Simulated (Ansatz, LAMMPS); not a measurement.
# Static equation of state of glassy 85GeO2-15Li2O (mol %) (78 atoms)

Density of this cell: 3.76 g/cm³. The cell holds 78 atoms: 22 Ge, 8 Li and 48 O. Its edges and angles: a = 9.789 Å, b = 10.774 Å, c = 10.173 Å, α = 88.1°, β = 94.1°, γ = 88.5°. The starting structure: 78 atoms (22 Ge, 8 Li, 48 O) placed at random at 3.6 g/cm³, melted at 4000 K for 10 ps at fixed volume with the Morse and Coulomb pair potential with partial charges (Pedone, Malavasi, Menziani, Cormack and Segre, J. Phys. Chem. B 110, 11780 (2006)). Quenched from 4000 K to 300 K at 1000 K/ps and fixed volume, held 10 ps at zero pressure.

Calculated with Ansatz 0.2.0: Kohn-Sham DFT, PBE, PAW (set soft_2), plane waves; cutoff 420 eV, Γ point, fixed occupations. Cell and atoms were relaxed first, to V0 = 13.707 Å³ an atom at a residual P0 = -0.004 GPa. The cell was then scaled evenly, and the atoms were relaxed at each volume.

| volume (Å³/atom) | pressure (GPa) |
| --- | --- |
| 12.337 | ? |
| 12.885 | 3.187 |
| 13.296 | 1.476 |
| 14.119 | -1.518 |
| 14.530 | -2.847 |

Task: Fit the third-order Birch–Murnaghan equation to the rows given and extrapolate to the withheld row.

**Working.**

Take the Eulerian strain f = ½[(V0/V)^(2/3) − 1] and the normalised pressure F = (P − P0) / [3f(1 + 2f)^(5/2)]. The third-order Birch–Murnaghan equation is then the line F = B0 + (3/2)B0(B′ − 4) f, so u = f and v = F.

| u = f | v = F (GPa) |
| --- | --- |
| 0.0210569 | 45.5658 |
| 0.0102568 | 45.7247 |
| -0.00975635 | 54.3252 |
| -0.0190506 | 54.8060 |

With n = 4: mean u = 6.2670e-4, mean v = 50.1054, Σ(u − ū)² = 0.0010051, Σ(u − ū)(v − v̄) = -0.27124. Slope b = -0.27124 / 0.0010051 = -269.86; intercept a = v̄ − b ū = 50.275.

So B0 = a = 50.3 GPa and B′ = 4 + 2b/(3a) = 0.422. At the withheld volume f = 0.03638, F = a + b f = 40.46 GPa, and P = P0 + 3f(1 + 2f)^(5/2) F.

Prediction at 12.337: 5.259 GPa. The run gave 4.349 GPa, so the fit is high by 0.91 GPa (21 % of the value).

The series isn't one smooth equation of state: even a line fitted to all rows, the withheld one included, misses F by up to 8.3 %, the count of bonds changes along the series and an atom moves over 0.5 Å in some relaxation. B0 and B′ are then only the numbers of this fit, not moduli of the material. Among the rows given, the largest miss of the fit is at 12.885, by 0.068 GPa (0.95 % of the range of the table).

Limits: Static cells at zero temperature; the cell shape is held. The program notes that the SCF threshold of these relaxations is loose for the stress. The quench rate of 1000 K/ps is many orders above laboratory rates, so the cell is likely richer in defects and strain than a real sample. The network of bonds at the start is that of the classical potential that made the cell, and needn't be the one that DFT or experiment would give. Only the Γ point is sampled, in a cell whose shortest periodic width is 10 Å.

[Hosts, paths, dates, database ids (printed as entryN), source tags and the programs' standing remarks are cut or masked in the printed files.]
